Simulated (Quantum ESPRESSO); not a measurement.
**BP (F-43m): phonons against volume**

Wanted: mode Grüneisen parameters of BP and a free-energy fit over volumes.

What experiment has found for this phase:
- volume expansion coefficient 9.6 1e-6/K near room temperature (given in “Thermal expansion coefficients of high thermal conducting BAs and BP materials (three times its linear coefficient)”, 2019, arxiv:1906.04101)

Main program and level: Quantum ESPRESSO 7.5; DFT LDA, scalar-relativistic, plane waves, GBRV ultrasoft pseudopotentials.

## Step 1: Starting point

The structure is cubic, space group F-43m (No. 216). Conventional cell: a = 4.538 Å, b = 4.538 Å, c = 4.538 Å, α = 90.00°, β = 90.00°, γ = 90.00°. Nearest to B lie 4 P at 1.97 Å. Nearest to P lie 4 B at 1.97 Å. Farther neighbours are not listed.

## Step 2: A first coarse run

Before spending time, one coarse run tells the gap and the pressure of the starting cell.

probe.in

```
 &control
    calculation='scf',
    prefix='x',
    outdir='./tmp',
    pseudo_dir='./pseudo',
    tprnfor=.true.,
    tstress=.true.,
    verbosity='high',
 /
 &system
    ibrav=0,
    nat=2,
    ntyp=2,
    ecutwfc=40.0,
    ecutrho=240.0,
    occupations='smearing',
    smearing='gaussian',
    degauss=0.01,
 /
 &electrons
    conv_thr=1.0d-07,
    mixing_beta=0.7,
    electron_maxstep=100,
 /
ATOMIC_SPECIES
 B      10.8100  B.upf
 P      30.9738  P.upf
CELL_PARAMETERS angstrom
     0.000000000    2.269000000    2.269000000
     2.269000000    0.000000000    2.269000000
     2.269000000    2.269000000    0.000000000
ATOMIC_POSITIONS crystal
 B      0.000000000   0.000000000   0.000000000
 P      0.250000000   0.250000000   0.250000000
K_POINTS automatic
 6 6 6 0 0 0
```

Launch:

```console
OMP_NUM_THREADS=1 mpirun -n 4 pw.x -nk 4 -in probe.in > probe.out
```

The program printed:

```text
Program PWSCF v.7.5

     This program is part of the open-source Quantum ESPRESSO suite
     for quantum simulation of materials; please cite
         "P. Giannozzi et al., J. Phys.:Condens. Matter 21 395502 (2009);
         "P. Giannozzi et al., J. Phys.:Condens. Matter 29 465901 (2017);
         "P. Giannozzi et al., J. Chem. Phys. 152 154105 (2020);
     in publications or presentations arising from this work. More details at

     Message from routine setup:
     using ibrav=0 with symmetry is DISCOURAGED, use correct ibrav instead

     G-vector sticks info
     --------------------
     sticks:   dense  smooth     PW     G-vecs:    dense   smooth      PW
     Sum         595     409    127                 9841     5329     965

     Using Slab Decomposition

     bravais-lattice index     =            0
     lattice parameter (alat)  =       6.0638  a.u.
     unit-cell volume          =     157.6631 (a.u.)^3
     number of atoms/cell      =            2
     number of atomic types    =            2
     number of electrons       =         8.00
     number of Kohn-Sham states=            8
     kinetic-energy cutoff     =      40.0000  Ry
     charge density cutoff     =     240.0000  Ry
     scf convergence threshold =      1.0E-07
     mixing beta               =       0.7000
     number of iterations used =            8  plain     mixing
     Exchange-correlation=  SLA  PZ   NOGX NOGC
                           (   1   1   0   0   0   0   0)

     celldm(1)=   6.063849  celldm(2)=   0.000000  celldm(3)=   0.000000
     celldm(4)=   0.000000  celldm(5)=   0.000000  celldm(6)=   0.000000

     crystal axes: (cart. coord. in units of alat)
               a(1) = (   0.000000   0.707107   0.707107 )
               a(2) = (   0.707107   0.000000   0.707107 )
               a(3) = (   0.707107   0.707107   0.000000 )

     reciprocal axes: (cart. coord. in units 2 pi/alat)
               b(1) = ( -0.707107  0.707107  0.707107 )
               b(2) = (  0.707107 -0.707107  0.707107 )
               b(3) = (  0.707107  0.707107 -0.707107 )

     PseudoPot. # 1 for B  read from file:
     ./pseudo/B.upf
     Pseudo is Ultrasoft + core correction, Zval =  3.0
     Using radial grid of  781 points,  4 beta functions with:
                l(1) =   0
                l(2) =   0
                l(3) =   1
                l(4) =   1
     Q(r) pseudized with  8 coefficients,  rinner =    1.100   1.100   1.100

     PseudoPot. # 2 for P  read from file:
     ./pseudo/P.upf
     Pseudo is Ultrasoft + core correction, Zval =  5.0
     Using radial grid of  903 points,  6 beta functions with:
                l(1) =   0
                l(2) =   0
                l(3) =   1
                l(4) =   1
                l(5) =   2
                l(6) =   2
     Q(r) pseudized with  8 coefficients,  rinner =    1.300   1.300   1.300
                                                       1.300   1.300

     atomic species   valence    mass     pseudopotential
     B                 3.00    10.81000     B ( 1.00)
     P                 5.00    30.97380     P ( 1.00)

     24 Sym. Ops. (no inversion) found

                                    s                        frac. trans.

      isym =  1     identity

 cryst.   s( 1) = (     1          0          0      )
                  (     0          1          0      )
                  (     0          0          1      )

 cart.    s( 1) = (  1.0000000 -0.0000000  0.0000000 )
                  ( -0.0000000  1.0000000  0.0000000 )
                  ( -0.0000000  0.0000000  1.0000000 )

      isym =  2     180 deg rotation - cart. axis [0,0,1]

 cryst.   s( 2) = (     0          1         -1      )
                  (     1          0         -1      )
                  (     0          0         -1      )

 cart.    s( 2) = ( -1.0000000  0.0000000  0.0000000 )
                  (  0.0000000 -1.0000000  0.0000000 )
                  (  0.0000000 -0.0000000  1.0000000 )

      isym =  3     180 deg rotation - cart. axis [0,1,0]

 cryst.   s( 3) = (     0         -1          1      )
                  (     0         -1          0      )
                  (     1         -1          0      )

 cart.    s( 3) = ( -1.0000000 -0.0000000 -0.0000000 )
                  (  0.0000000  1.0000000 -0.0000000 )
                  (  0.0000000  0.0000000 -1.0000000 )

      isym =  4     180 deg rotation - cart. axis [1,0,0]

 cryst.   s( 4) = (    -1          0          0      )
                  (    -1          0          1      )
                  (    -1          1          0      )

 cart.    s( 4) = (  1.0000000  0.0000000 -0.0000000 )
                  ( -0.0000000 -1.0000000 -0.0000000 )
                  ( -0.0000000 -0.0000000 -1.0000000 )

      isym =  5     120 deg rotation - cart. axis [-1,-1,-1]

 cryst.   s( 5) = (     0          0          1      )
[...]
cart.    s( 5) = (  0.0000000  1.0000000 -0.0000000 )
[...]
isym =  6     120 deg rotation - cart. axis [-1,1,1]

 cryst.   s( 6) = (     1         -1          0      )
[...]
cart.    s( 6) = ( -0.0000000 -1.0000000 -0.0000000 )
[...]
isym =  7     120 deg rotation - cart. axis [1,1,-1]

 cryst.   s( 7) = (    -1          1          0      )
[...]
cart.    s( 7) = ( -0.0000000  1.0000000  0.0000000 )
[...]
isym =  8     120 deg rotation - cart. axis [1,-1,1]

 cryst.   s( 8) = (     0          0         -1      )
[...]
cart.    s( 8) = (  0.0000000 -1.0000000  0.0000000 )
[...]
isym =  9     120 deg rotation - cart. axis [1,1,1]

 cryst.   s( 9) = (     0          1          0      )
[...]
cart.    s( 9) = ( -0.0000000  0.0000000  1.0000000 )
[...]
isym = 10     120 deg rotation - cart. axis [-1,1,-1]

 cryst.   s(10) = (    -1          0          1      )
[...]
cart.    s(10) = (  0.0000000 -0.0000000  1.0000000 )
[...]
isym = 11     120 deg rotation - cart. axis [1,-1,-1]

 cryst.   s(11) = (     1          0         -1      )
[...]
cart.    s(11) = (  0.0000000  0.0000000 -1.0000000 )
[...]
isym = 12     120 deg rotation - cart. axis [-1,-1,1]

 cryst.   s(12) = (     0         -1          0      )
[...]
cart.    s(12) = ( -0.0000000 -0.0000000 -1.0000000 )
[...]
isym = 13     inv. 180 deg rotation - cart. axis [1,1,0]

[...]
occupation numbers
     1.0000   1.0000   1.0000   1.0000   0.0000   0.0000   0.0000   0.0000

          k = 0.1179 0.1179-0.1179 (   661 PWs)   bands (ev):

    -5.8858   6.1980   8.3570   8.3570  12.9976  13.2886  13.2886  17.6234

     occupation numbers
     1.0000   1.0000   1.0000   1.0000   0.0000   0.0000   0.0000   0.0000

          k = 0.2357 0.2357-0.2357 (   658 PWs)   bands (ev):

    -4.4688   2.3114   7.5577   7.5577  12.8916  13.8306  13.8306  18.9492

     occupation numbers
     1.0000   1.0000   1.0000   1.0000   0.0000   0.0000   0.0000   0.0000

          k =-0.3536-0.3536 0.3536 (   652 PWs)   bands (ev):

    -3.0526   0.0039   7.2700   7.2700  12.7833  13.6831  13.6831  18.9402

     occupation numbers
     1.0000   1.0000   1.0000   1.0000   0.0000   0.0000   0.0000   0.0000

          k = 0.2357 0.0000-0.0000 (   673 PWs)   bands (ev):

    -5.7191   7.1163   7.2900   7.2900  11.4076  14.8277  14.8277  15.8414

     occupation numbers
     1.0000   1.0000   1.0000   1.0000   0.0000   0.0000   0.0000   0.0000

          k = 0.3536 0.1179-0.1179 (   675 PWs)   bands (ev):

    -4.5967   3.7332   6.4950   6.5085  11.9035  15.1423  15.5856  15.8937

     occupation numbers
     1.0000   1.0000   1.0000   1.0000   0.0000   0.0000   0.0000   0.0000

          k =-0.2357-0.4714 0.4714 (   678 PWs)   bands (ev):

    -2.9056   0.7096   5.4531   6.4487  12.2461  15.3216  15.4101  17.8436

     occupation numbers
     1.0000   1.0000   1.0000   1.0000   0.0000   0.0000   0.0000   0.0000

          k =-0.1179-0.3536 0.3536 (   672 PWs)   bands (ev):

    -3.4570   1.5530   5.0009   7.1332  12.9066  14.7752  15.2572  18.7465

     occupation numbers
     1.0000   1.0000   1.0000   1.0000   0.0000   0.0000   0.0000   0.0000

          k = 0.0000-0.2357 0.2357 (   662 PWs)   bands (ev):

[...]
occupation numbers
[...]
k = 0.4714 0.0000-0.0000 (   680 PWs)   bands (ev):

[...]
occupation numbers
[...]
k =-0.1179-0.5893 0.5893 (   674 PWs)   bands (ev):

[...]
occupation numbers
[...]
k =-0.0000-0.4714 0.4714 (   680 PWs)   bands (ev):

[...]
occupation numbers
[...]
k =-0.7071 0.0000 0.0000 (   692 PWs)   bands (ev):

    -1.5565   0.5308   4.9101   4.9101  10.3173  10.5575  20.9677  20.9677

     occupation numbers
     1.0000   1.0000   1.0000   1.0000   0.0000   0.0000   0.0000   0.0000

          k =-0.2357-0.4714 0.7071 (   670 PWs)   bands (ev):

    -3.2491   2.5532   4.0115   5.7545  12.9587  14.4448  15.4571  18.4259

     occupation numbers
     1.0000   1.0000   1.0000   1.0000   0.0000   0.0000   0.0000   0.0000

          k =-0.1179-0.3536 0.5893 (   682 PWs)   bands (ev):

    -1.9481   0.9628   3.5255   5.0361  13.4364  14.6734  17.5142  18.0903

     occupation numbers
     1.0000   1.0000   1.0000   1.0000   0.0000   0.0000   0.0000   0.0000

          k =-0.7071 0.2357 0.0000 (   682 PWs)   bands (ev):

    -1.3521   0.9053   3.7085   3.8226  12.7927  13.3628  18.0653  18.6766

     occupation numbers
     1.0000   1.0000   1.0000   1.0000   0.0000   0.0000   0.0000   0.0000

     the Fermi energy is     9.6417 ev

!    total energy              =     -22.00833858 Ry
     estimated scf accuracy    <          5.8E-09 Ry
     smearing contrib. (-TS)   =      -0.00000000 Ry
     internal energy E=F+TS    =     -22.00833858 Ry

     The total energy is F=E-TS. E is the sum of the following terms:
     one-electron contribution =       6.69659575 Ry
     hartree contribution      =       1.26204259 Ry
     xc contribution           =      -8.98373737 Ry
     ewald contribution        =     -20.98323955 Ry

     convergence has been achieved in   6 iterations

     Forces acting on atoms (cartesian axes, Ry/au):

     atom    1 type  1   force =     0.00000000    0.00000000    0.00000000
     atom    2 type  2   force =     0.00000000   -0.00000000    0.00000000
     The non-local contrib.  to forces
     atom    1 type  1   force =    -0.00000000   -0.00000000   -0.00000000
     atom    2 type  2   force =     0.00000000    0.00000000   -0.00000000
     The ionic contribution  to forces
     atom    1 type  1   force =    -0.00000000    0.00000000    0.00000000
     atom    2 type  2   force =    -0.00000000    0.00000000   -0.00000000
     The local contribution  to forces
     atom    1 type  1   force =    -0.00000000   -0.00000000   -0.00000000
     atom    2 type  2   force =     0.00000000    0.00000000    0.00000000
     The core correction contribution to forces
     atom    1 type  1   force =    -0.00000000   -0.00000000   -0.00000000
     atom    2 type  2   force =    -0.00000000   -0.00000000   -0.00000000
     The Hubbard contrib.    to forces
     atom    1 type  1   force =     0.00000000    0.00000000    0.00000000
     atom    2 type  2   force =     0.00000000    0.00000000    0.00000000
     The SCF correction term to forces
     atom    1 type  1   force =    -0.00000000    0.00000000    0.00000000
     atom    2 type  2   force =     0.00000000   -0.00000000   -0.00000000

     Total force =     0.000000     Total SCF correction =     0.000000

     Computing stress (Cartesian axis) and pressure

          total   stress  (Ry/bohr**3)                   (kbar)     P=      -48.05
  -0.00032667   0.00000000  -0.00000000          -48.05        0.00       -0.00
   0.00000000  -0.00032667   0.00000000            0.00      -48.05        0.00
  -0.00000000   0.00000000  -0.00032667           -0.00        0.00      -48.05

     kinetic stress (kbar)   5532.61     -0.00     -0.00
                               -0.00   5532.61     -0.00
                               -0.00     -0.00   5532.61

     local   stress (kbar)   -876.60      0.00      0.00
                                0.00   -876.60      0.00
                                0.00      0.00   -876.60

     nonloc. stress (kbar)   3395.95     -0.00     -0.00
                                0.00   3395.95      0.00
                               -0.00      0.00   3395.95

     hartree stress (kbar)    392.51     -0.00     -0.00
                               -0.00    392.51     -0.00
                               -0.00     -0.00    392.51

     exc-cor stress (kbar)   1180.57      0.00      0.00
                                0.00   1180.57      0.00
                                0.00      0.00   1180.57

     corecor stress (kbar)  -3147.07      0.00      0.00
                                0.00  -3147.07     -0.00
                                0.00     -0.00  -3147.07

     ewald   stress (kbar)  -6526.03      0.00      0.00
                                0.00  -6526.03      0.00
                                0.00      0.00  -6526.03

     hubbard stress (kbar)      0.00      0.00      0.00
                                0.00      0.00      0.00
                                0.00      0.00      0.00

     DFT-D   stress (kbar)      0.00      0.00      0.00
[...]
XDM     stress (kbar)      0.00      0.00      0.00
[...]
dft-nl  stress (kbar)      0.00      0.00      0.00
                                0.00      0.00      0.00
                                0.00      0.00      0.00

     TS-vdW  stress (kbar)      0.00      0.00      0.00
                                0.00      0.00      0.00
                                0.00      0.00      0.00

     MDB     stress (kbar)      0.00      0.00      0.00
                                0.00      0.00      0.00
                                0.00      0.00      0.00

     3D-RISM stress (kbar)      0.00      0.00      0.00
                                0.00      0.00      0.00
                                0.00      0.00      0.00

     Writing all to output data dir ./tmp/x.save/ :
     XML data file, charge density, pseudopotentials, collected wavefunctions

   JOB DONE.
```

It took 1.2 s on 4 MPI ranks of Arm Neoverse V2, shared host; 4.4 s of CPU time.

A gap read on the k-mesh alone can miss the band edges.

Numbers from this step:

| Quantity | Value |
| --- | --- |
| volume per atom | 11.68 Å³ |
| pressure | -4.805 GPa |
| gap on the k-mesh | 1.298 eV |

The start is under -4.8 GPa at this level and looks like an insulator or semiconductor on this mesh.

(Part 1 of 8 ends here.)

[Logs are printed without paths, hosts, clocks, repeated set-up lines and the standing remarks that a program may print on its own settings, such as how far it seeks lower states.]

[Hosts, paths, dates, database ids (printed as entryN), source tags and the programs' standing remarks are cut or masked in the printed files.]

[A step with changed settings may run another functional than the one named; its input shows which.]

[Of the runs on displaced cells, only some may be shown.]
